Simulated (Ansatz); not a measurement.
# Cl on W(110): change of the work function, part 4 of 5

Aim: the work function of W(110) at several coverages of Cl (longbridge site), and the dipole that each adsorbate carries.

Ansatz 0.2.0; plane-wave DFT, PBE, Ansatz PAW.

So far, work function, upper face (eV): step 2 (the clean slab) 4.84; step 3 (17 atoms, coverage 0.25 ML, cell 2x2) 4.34; step 4 (18 atoms, coverage 0.5 ML, cell 2x2) 4.26; step 5 (5 atoms, coverage 1 ML, cell 1x1) 4.54.

### 7. The covered slab, atoms frozen

This step: plane-wave DFT, PBE, Ansatz PAW (Ansatz 0.2.0).

System of this step: W16Cl (Cl/W(110)). The cell holds 17 atoms: 16 W and 1 Cl. Cell: a = 5.473 Å, b = 5.473 Å, c = 26.977 Å, α = 90.0°, β = 90.0°, γ = 70.5°. Vacuum lies along c.

To see where the charge goes, the covered slab, the bare substrate and the adsorbate layer are each run at the same frozen positions and on the same grid.

input.yaml reads:

```yaml
crystal:
  lattice:
    - [4.468914857, -3.16, 0.0]
    - [4.468914857, 3.16, 0.0]
    - [0.0, 0.0, 26.9765884158]
  atoms:
    - { symbol: W, position: [0.0, 0.0, 0.3336226161] }
    - { symbol: W, position: [0.25, 0.25, 0.4164521197] }
    - { symbol: W, position: [0.0, 0.0, 0.5002025148] }
    - { symbol: W, position: [0.2545261438, 0.2545261438, 0.5823608734] }
    - { symbol: W, position: [0.0, 0.5, 0.3336226161] }
    - { symbol: W, position: [0.25, 0.75, 0.4164521197] }
    - { symbol: W, position: [0.0, 0.5, 0.501253374] }
    - { symbol: W, position: [0.2541556685, 0.7458443315, 0.5820436494] }
    - { symbol: W, position: [0.5, 0.0, 0.3336226161] }
    - { symbol: W, position: [0.75, 0.25, 0.4164521197] }
    - { symbol: W, position: [0.5, 0.0, 0.501253374] }
    - { symbol: W, position: [0.7458443315, 0.2541556685, 0.5820436494] }
    - { symbol: W, position: [0.5, 0.5, 0.3336226161] }
    - { symbol: W, position: [0.75, 0.75, 0.4164521197] }
    - { symbol: W, position: [0.5, 0.5, 0.4992523659] }
    - { symbol: W, position: [0.7454738562, 0.7454738562, 0.5823608734] }
    - { symbol: Cl, position: [0.0, 0.0, 0.6547167707] }
kpoints:
  mp_grid: { grid: [6, 6, 1] }
hamiltonian:
  xc: pbe
scf:
  occupations: { method: fermi_dirac, width: 0.1 }
  convergence: { dr2_threshold: 1.0e-08 }
efield:
  axis: 3
  dipole_correction: true
  ramp_position: 0.97
  ramp_width: 0.06
output:
  write_potential: true
  write_density: true
  volumetric_format: npy
```

On the command line:

```
ansatz run input.yaml --threads 4 --pin off --max-ram 6144MiB --backend cpu --events-out ev --progress --plain --runs-dir out
```

Standard output:

```text
[...]
Crystal: 17 atoms, lattice volume = 761.914 Å³
Basis set: ecut = 420 eV, 14911 PW (Γ)
Bands: 139, of which v1, the nominal top of the filled ones, is band 116 counted from 1 (115 counted from 0)
Symmetry: 4 space group operations
[...]
k-points: 13 of 36
[...]
SCF iter   1: F=—  HF=-167227.842677 eV  |F-HF|=—  |Δ(HF+E_count)|=         —  Δρ=7.66e-3  dr2=5.29e0  ethr=1.77e-3  p=0.095 e·Å  D=2.26e-2 V/Å  ΔV_dip=-0.61 eV  dr2_dipole=1.35e-1  V_vac-E_F(+/−)=4.43/5.04 eV  ⟨swp⟩=9.7  Hψ=9023  notcnv=0
[...]
SCF iter  10: F=-167227.618919 eV  HF=-167227.618919 eV  |F-HF|=4.07e-10  |Δ(HF+E_count)|=   1.69e-9  Δρ=3.15e-7  dr2=1.67e-9  ethr=4.33e-12  p=0.086 e·Å  D=2.04e-2 V/Å  ΔV_dip=-0.55 eV  dr2_dipole=9.37e-12  V_vac-E_F(+/−)=4.34/4.89 eV  ⟨swp⟩=7.7  Hψ=4564  notcnv=0
SCF 1 converged in 10 iterations: F = -167227.618919 eV  dr2 = 1.67e-9
[...]
SCF converged after 10 iterations
Free energy (F): -167227.618919 eV
[...]
Internal energy: -167227.238922 eV  (E = F + TS)
E sigma→0 (E₀):  -167227.428921 eV
Entropy (-TS):   -0.379996 eV (-22.353 meV/atom)
Fermi energy:    4.840076 eV
Dipole field:    D = 0.020432 V/Å  (p = 0.086030 e·Å, saw-weighted, corrected)
Work function:   Φ+ = 4.3412 eV   Φ− = 4.8923 eV
[...]
--- Band table (eV; the first three rows and the last of 13) ---
  k-point 0: bands = [... 112 lower, 5.3500, 5.4800, 5.5826, 5.6189, 5.6425, 5.7841, 5.9105, 6.2300, ... 19 higher]
  k-point 1: bands = [... 112 lower, 4.8825, 5.0064, 5.0673, 5.4334, 5.6866, 5.8387, 6.0053, 6.1066, ... 19 higher]
  k-point 2: bands = [... 112 lower, 4.2729, 4.4749, 4.8080, 4.9370, 5.1169, 5.3951, 5.4309, 5.6415, ... 19 higher]
  k-point 12: bands = [... 112 lower, 4.0152, 4.0182, 4.2311, 4.2679, 4.2712, 4.2804, 4.6058, 4.6188, ... 19 higher]
```

Wall time 67 s (4 threads of Arm Neoverse V1, shared host); peak memory 2.7 GiB.

Numbers from this step:

* energy at zero smearing: -167227.4289 eV
* work function, upper face: 4.341 eV
* work function, lower face: 4.892 eV
* dipole along the normal: 0.08603 e·Å
* step between the vacuum levels: -0.5512 eV

The work function of the upper face is 4.34 eV.

### 8. The substrate alone

System of this step: Cl/W(110), substrate alone, atoms held. The cell holds 16 atoms: 16 W. Cell: a = 5.473 Å, b = 5.473 Å, c = 26.977 Å, α = 90.0°, β = 90.0°, γ = 70.5°. Vacuum lies along c.

The second part, atoms unmoved.

input.yaml: that of step 7 with these lines changed.

```diff
@@ -22,3 +22,2 @@
     - { symbol: W, position: [0.7454738562, 0.7454738562, 0.5823608734] }
-    - { symbol: Cl, position: [0.0, 0.0, 0.6547167707] }
 kpoints:
```

Standard output:

```text
[...]
Crystal: 16 atoms, lattice volume = 761.914 Å³
Basis set: ecut = 420 eV, 14911 PW (Γ)
Bands: 135, of which v1, the nominal top of the filled ones, is band 112 counted from 1 (111 counted from 0)
Symmetry: 4 space group operations
[...]
k-points: 13 of 36
[...]
SCF iter   1: F=—  HF=-166146.188514 eV  |F-HF|=—  |Δ(HF+E_count)|=         —  Δρ=9.41e-3  dr2=8.24e0  ethr=1.77e-3  p=0.004 e·Å  D=1.02e-3 V/Å  ΔV_dip=-0.03 eV  dr2_dipole=9.61e-4  V_vac-E_F(+/−)=5.03/5.05 eV  ⟨swp⟩=9.6  Hψ=8872  notcnv=0
[...]
SCF iter  10: F=-166145.814934 eV  HF=-166145.814934 eV  |F-HF|=2.04e-10  |Δ(HF+E_count)|=   3.58e-9  Δρ=4.04e-7  dr2=2.60e-9  ethr=4.46e-12  p=0.006 e·Å  D=1.39e-3 V/Å  ΔV_dip=-0.04 eV  dr2_dipole=2.30e-12  V_vac-E_F(+/−)=4.86/4.90 eV  ⟨swp⟩=7.4  Hψ=4648  notcnv=0
SCF 1 converged in 10 iterations: F = -166145.814934 eV  dr2 = 2.60e-9
[...]
SCF converged after 10 iterations
Free energy (F): -166145.814934 eV
[...]
Internal energy: -166145.414055 eV  (E = F + TS)
E sigma→0 (E₀):  -166145.614495 eV
Entropy (-TS):   -0.400879 eV (-25.055 meV/atom)
Fermi energy:    4.351363 eV
Dipole field:    D = 0.001394 V/Å  (p = 0.005868 e·Å, saw-weighted, corrected)
Work function:   Φ+ = 4.8605 eV   Φ− = 4.8981 eV
[...]
--- Band table (eV; the first three rows and the last of 13) ---
  k-point 0: bands = [... 108 lower, 4.9849, 5.0625, 5.0711, 5.0730, 5.0857, 5.1951, 5.4238, 5.4897, ... 19 higher]
  k-point 1: bands = [... 108 lower, 4.4072, 4.4848, 4.5983, 4.6544, 4.8816, 5.4109, 5.5620, 5.5646, ... 19 higher]
  k-point 2: bands = [... 108 lower, 3.5759, 3.9318, 4.0651, 4.3706, 4.4431, 4.6261, 4.8562, 5.0762, ... 19 higher]
  k-point 12: bands = [... 108 lower, 3.5339, 3.5485, 3.6195, 3.6444, 3.7726, 3.8060, 3.9550, 4.0213, ... 19 higher]
```

Elapsed: 68 s, on 4 threads; peak memory 2.7 GiB; 4.4 min of CPU time.

Read from the output:

| Quantity | Value |
| --- | --- |
| energy at zero smearing | -166145.6145 eV |
| work function, upper face | 4.860 eV |
| work function, lower face | 4.898 eV |
| dipole along the normal | 0.005868 e·Å |
| step between the vacuum levels | -0.03759 eV |

The work function of the upper face is 4.86 eV.

### 9. The adsorbate layer alone

System of this step: Cl/W(110), adsorbate layer alone, atoms held. The cell holds 1 atom: 1 Cl. Cell: a = 5.473 Å, b = 5.473 Å, c = 26.977 Å, α = 90.0°, β = 90.0°, γ = 70.5°. Vacuum lies along c.

The third part; a free layer of atoms may carry a moment, so spin is on.

input.yaml, the sections that differ from step 8:

```yaml
crystal:
  lattice:
    - [4.468914857, -3.16, 0.0]
    - [4.468914857, 3.16, 0.0]
    - [0.0, 0.0, 26.9765884158]
  atoms:
    - { symbol: Cl, position: [0.0, 0.0, 0.6547167707], spin: 1.0 }
magnetization:
  spin_polarized: true
# kpoints, hamiltonian, scf, efield, output: as in step 8
```

Standard output:

```text
[...]
Crystal: 1 atoms, lattice volume = 761.914 Å³
Basis set: ecut = 420 eV, 14911 PW (Γ)
Bands: 8, of which v1, the nominal top of the filled ones, is band 4 counted from 1 (3 counted from 0)
Symmetry: 4 space group operations
k-points: 13 of 36
[...]
Starting moments: Σ|m| = 1 μB on 1 of 1 site
[...]
SCF iter   1: F=—  HF=-1078.103997 eV  |F-HF|=—  |Δ(HF+E_count)|=         —  Δρ=3.04e-4 (↑2.54e-4 ↓3.04e-4)  dr2=6.27e-5  dr2_m=5.36e-4  M=1.000 μB ∫|m|=1.000 μB  β_m=1.00  ethr=6.84e-7  p=0.000 e·Å  D=3.53e-9 V/Å  ΔV_dip=-0.00 eV  dr2_dipole=1.53e-12  V_vac-E_F(+/−)=8.07/8.07 eV  ⟨swp⟩=4.2  Hψ=2426  notcnv=0
[...]
spin=Collinear: Resta preconditioning applied to the charge; magnetization (m = ρ↑ − ρ↓) channel mixes plain (no charge-response kernel on spin).
SCF iter   2: F=—  HF=-1078.104748 eV  |F-HF|=—  |Δ(HF+E_count)|=   7.51e-4  Δρ=6.09e-5 (↑2.93e-5 ↓6.09e-5)  dr2=1.32e-5  dr2_m=1.27e-5  M=1.000 μB ∫|m|=1.000 μB  β_m=1.00  ethr=6.84e-7  p=0.000 e·Å  D=2.51e-7 V/Å  ΔV_dip=-0.00 eV  dr2_dipole=6.50e-14  V_vac-E_F(+/−)=8.06/8.06 eV  ⟨swp⟩=2.0  Hψ=337  notcnv=0  κ⁻¹=1.0e0(r=1)
[...]
SCF iter   5: F=—  HF=-1078.105059 eV  |F-HF|=—  |Δ(HF+E_count)|=   1.53e-5  Δρ=1.56e-5 (↑6.57e-6 ↓1.56e-5)  dr2=1.78e-6  dr2_m=3.82e-7  M=1.000 μB ∫|m|=1.000 μB  β_m=1.20  ethr=2.70e-9  p=0.000 e·Å  D=3.85e-7 V/Å  ΔV_dip=-0.00 eV  dr2_dipole=2.34e-14  V_vac-E_F(+/−)=8.06/8.06 eV  ⟨swp⟩=3.0  Hψ=390  notcnv=0
[...]
spin-set hold released at iteration 5 (site moments contracting): the magnetisation degrees of freedom join the quasi-Newton model from the next iteration; the mixer history was flushed
SCF iter   6: F=—  HF=-1078.105065 eV  |F-HF|=—  |Δ(HF+E_count)|=   6.05e-6  Δρ=1.97e-5 (↑6.77e-6 ↓1.97e-5)  dr2=3.26e-6  dr2_m=3.64e-7  M=1.000 μB ∫|m|=1.000 μB  β_m=1.20  ethr=2.70e-9  p=0.000 e·Å  D=4.16e-7 V/Å  ΔV_dip=-0.00 eV  dr2_dipole=1.39e-14  V_vac-E_F(+/−)=8.06/8.06 eV  ⟨swp⟩=3.0  Hψ=390  notcnv=0  κ⁻¹=1.0e0(r=1)
density mixer auto → broyden: gapped, with many states about μ (density of states about μ 2.05 of a free-electron gas's, 22 screened modes)
SCF iter   7: F=—  HF=-1078.105063 eV  |F-HF|=—  |Δ(HF+E_count)|=   2.23e-6  Δρ=1.78e-5 (↑5.26e-6 ↓1.78e-5)  dr2=1.94e-6  dr2_m=5.15e-7  M=1.000 μB ∫|m|=1.000 μB  β_m=1.20  ethr=2.70e-9  p=0.000 e·Å  D=3.71e-7 V/Å  ΔV_dip=-0.00 eV  dr2_dipole=2.80e-14  V_vac-E_F(+/−)=8.06/8.06 eV  ⟨swp⟩=3.0  Hψ=387  notcnv=0  κ⁻¹=3.0e-2(r=2)
[...]
SCF iter  16: F=-1078.105064 eV  HF=-1078.105064 eV  |F-HF|=1.67e-9  |Δ(HF+E_count)|=   1.06e-7  Δρ=7.32e-8 (↑2.13e-8 ↓7.32e-8)  dr2=1.84e-11  dr2_m=1.19e-11  M=1.000 μB ∫|m|=1.000 μB  ethr=1.46e-12  p=0.000 e·Å  D=5.04e-7 V/Å  ΔV_dip=-0.00 eV  dr2_dipole=1.29e-19  V_vac-E_F(+/−)=8.06/8.06 eV  ⟨swp⟩=5.5  Hψ=992  notcnv=0
SCF 1 converged in 16 iterations: F = -1078.105064 eV  dr2 = 1.84e-11
[...]
this state was not tested for a lower state beside it, because the mixer in use, unlike msr1, does not test its closes by its own steps (another_mixer; see scf.mixing.algorithm and scf.lower_state_search)
SCF converged after 16 iterations
an eigenvalue changed by more than its tolerance at an iteration that met the thresholds in force, so the SCF went on 1 time: the last check found none over its tolerance
Magnetization: 0.9995 μB (3.9998 up, 3.0002 down)
Absolute magnetization: 0.9996 μB (∫|ρ↑−ρ↓|, with the PAW one-centre terms)
[...]
Per-site moments (μB) at R_I (Å): [(0.996289, 2.257728)]
Free energy (F): -1078.105064 eV
[...]
Internal energy: -1077.915562 eV  (E = F + TS)
E sigma→0 (E₀):  -1078.010313 eV
Entropy (-TS):   -0.189502 eV (-189.502 meV/atom)
Fermi energy:    -7.768859 eV
Dipole field:    D = 0.000001 V/Å  (p = 0.000002 e·Å, saw-weighted, corrected)
Work function:   Φ+ = 8.0574 eV   Φ− = 8.0574 eV
[...]
--- Band table (eV; the first three rows and the last of 26) ---
[...]
```

The job ended after 10 s (4 threads; peak memory 0.81 GiB).

Numbers from this step:

```yaml
energy_at_zero_smearing: -1078.0103 eV
total_moment: 0.9995 μB
site_moments: 0.9963 μB
work_function_upper_face: 8.057 eV
dipole_along_the_normal: 2.12e-6 e·Å
```

Site moment by atom:

| atom | site moment (μB) |
| --- | --- |
| Cl1 | 0.996 |

The free layer carries a moment of 1.0 μB a cell.

### 10. Density difference

This step: plane-wave DFT, PBE, Ansatz PAW; density difference on adsorption (Ansatz 0.2.0).

The densities of the parts are taken from that of the whole and averaged over planes; the first moment of what is left gives the step in the potential.

Numbers from this step:

- largest charge moved: 0.002213 e/Å²
- potential step from the moved charge: -0.5134 eV

The electron density difference oscillates, so the rows of the table below give means over 1 Å (shorter at the two ends). Its distinct maxima (Å: e/Å³): 14.9: 0.00133, 15.7: 0.00472, 17.0: 0.00414. Distinct minima: 11.2: -2.5e-4, 15.3: -6.4e-4, 16.3: -0.00797, 18.5: -0.00124.

Planar mean, whole system less its parts. The electron density difference by z; means over each step:

z (Å), electron density difference (e/Å³) and a bar from the least value:
```
        4    0.00000 ###############
        5    0.00000 ###############
        6    0.00000 ###############
        7    0.00000 ###############
        8    0.00002 ###############
        9   -0.00010 ##############
       10    0.00014 ################
       11   -0.00014 ##############
       12    0.00010 ###############
       13    0.00009 ###############
       14    0.00008 ###############
       15    0.00063 ####################
       16   -0.00188 
       17    0.00195 ##############################
       18    0.00004 ###############
       19   -0.00082 ########
       20   -0.00011 ##############
       21   -0.00001 ###############
       22    0.00000 ###############
```

Planar mean, whole system less its parts. Electrons moved below z against z:

| z (Å) | electrons moved below z (e/Å²) |
| --- | --- |
| 4 | 9.9e-8 |
| 5 | 6.5e-7 |
| 6 | 3.2e-6 |
| 7 | 7.2e-6 |
| 8 | 3.7e-6 |
| 9 | -3.0e-5 |
| 10 | 3.7e-5 |
| 11 | -9.5e-7 |
| 12 | -5.2e-6 |
| 13 | 5.2e-5 |
| 14 | 1.6e-4 |
| 15 | 7.4e-4 |
| 16 | 0.00182 |
| 17 | -5.3e-4 |
| 18 | 0.00123 |
| 19 | 3.2e-4 |
| 20 | 2.3e-5 |
| 21 | 1.1e-6 |
| 22 | 5.3e-8 |

### 11. Varying the input

This step: plane-wave DFT, PBE, Ansatz PAW (Ansatz 0.2.0).

System of this step: W4Cl (Cl/W(110)). The cell holds 5 atoms: 4 W and 1 Cl. Its edges and angles: a = 2.737 Å, b = 2.737 Å, c = 26.977 Å, α = 90.0°, β = 90.0°, γ = 70.5°. Vacuum lies along c.

An input spoilt on purpose, to show how the run answers: it repeats the earlier run at 1 ML with efield.axis from 3 to 1, and scf.max_iter set to 80.

input.yaml reads:

```yaml
crystal:
  lattice:
    - [2.2344574285, -1.58, 0.0]
    - [2.2344574285, 1.58, 0.0]
    - [0.0, 0.0, 26.9765884158]
  atoms:
    - { symbol: W, position: [0.0, 0.0, 0.3336226161] }
    - { symbol: W, position: [0.5, 0.5, 0.4164521197] }
    - { symbol: W, position: [0.0, 0.0, 0.5006857237] }
    - { symbol: W, position: [0.5, 0.5, 0.5819476258] }
    - { symbol: Cl, position: [0.0, 0.0, 0.6663773839] }
kpoints:
  mp_grid: { grid: [12, 12, 1] }
hamiltonian:
  xc: pbe
scf:
  occupations: { method: fermi_dirac, width: 0.1 }
  convergence: { dr2_threshold: 1.0e-08 }
  max_iter: 80
efield:
  axis: 1
  dipole_correction: true
  ramp_position: 0.97
  ramp_width: 0.06
relax:
  f_tol: 0.02
  max_steps: 60
  constraints: [{ sites: [0, 1] }]
output:
  bader: true
  write_potential: true
  write_density: true
  volumetric_format: npy
```

Standard output:

```text
The last accepted step is kept in <dir> (removed where the run ends without a failure and the disk answers)
Engine: ansatz 0.2.0, aarch64-unknown-linux-gnu
Pseudopotentials: kind: paw
Pseudopotential: W, paw, valence charge 14, recommended cutoff 420 eV (normal), W.paw.azcp
Pseudopotential: Cl, paw, valence charge 7, recommended cutoff 420 eV (normal), Cl.paw.azcp
Functional definition: PBE
  parameter kappa = 0.804
  parameter beta = 0.066725
  exchange = pbe_x(kappa = kappa, mu = beta*pi^2/3)
  correlation = pbe_c(beta = beta)
Crystal: 5 atoms, lattice volume = 190.479 Å³
Basis set: ecut = 420 eV, 3781 PW (Γ), exchange–correlation on 40×40×384 points (8 copies of the dense FFT grid, shifted against one another)
Bands: 38, of which v1, the nominal top of the filled ones, is band 32 counted from 1 (31 counted from 0)
Symmetry: 1 space group operations
k-points: 74 of 144 (time reversal used)
Non-local potential: W, projectors of the file, l = 0: 3, l = 1: 2, l = 2: 2, l = 3: 1
Non-local potential: Cl, projectors of the file, l = 0: 2, l = 1: 2, l = 2: 2
PAW form: soft (Blöchl's): semilocal exchange-correlation on the pseudo side does not see the compensation charge
PAW one-centre angular grid: W, 590 points (default); XC on 64 Gauss nodes
PAW one-centre angular grid: Cl, 110 points (default); XC on 64 Gauss nodes
Initial density: superposition of atomic densities (neutral atoms: chi_scale 0, normalization atom), corrected by the library's trained network
Initial wavefunctions: pseudopotential atomic-orbital guess
Functional: x = pbe(κ = 0.804, μ = 0.219515), c = pbe(β = 0.066725)
Error: efield: ion 0 (W) at fractional coordinate 0.0000 along the field axis lies inside the sawtooth ramp with 2 of the planes that the density is read on at each end, [0.8700, 0.1300] — the ramp must sit in vacuum (an ion there feels the fictitious reversed slope); set or move the ramp (efield.ramp_position / ramp_width) or move the geometry
```

It took 0.25 s on 4 threads; peak memory 0.4 GiB.

The program refused the input before any cycle.

The program's message: “Error: efield: ion 0 (W) at fractional coordinate 0.0000 along the field axis lies inside the sawtooth ramp with 2 of the planes that the density is read on at each end, [0.8700, 0.1300] — the ramp mu …”

The fault put into the input: the field along an axis without vacuum.

(Part 4 of 5 ends here.)

[Long decimals in the printed logs are rounded to 6 places.]

[Logs are printed without paths, hosts, clocks, repeated set-up lines and the standing remarks that a program may print on its own settings, such as how far it seeks lower states.]

[Hosts, paths, dates, database ids (printed as entryN), source tags and the programs' standing remarks are cut or masked in the printed files.]

[Maps of the electrostatic potential energy from Ansatz leave out the sawtooth potential of an applied field or a dipole correction, so their vacuum need not be flat; planar profiles and work functions include it.]
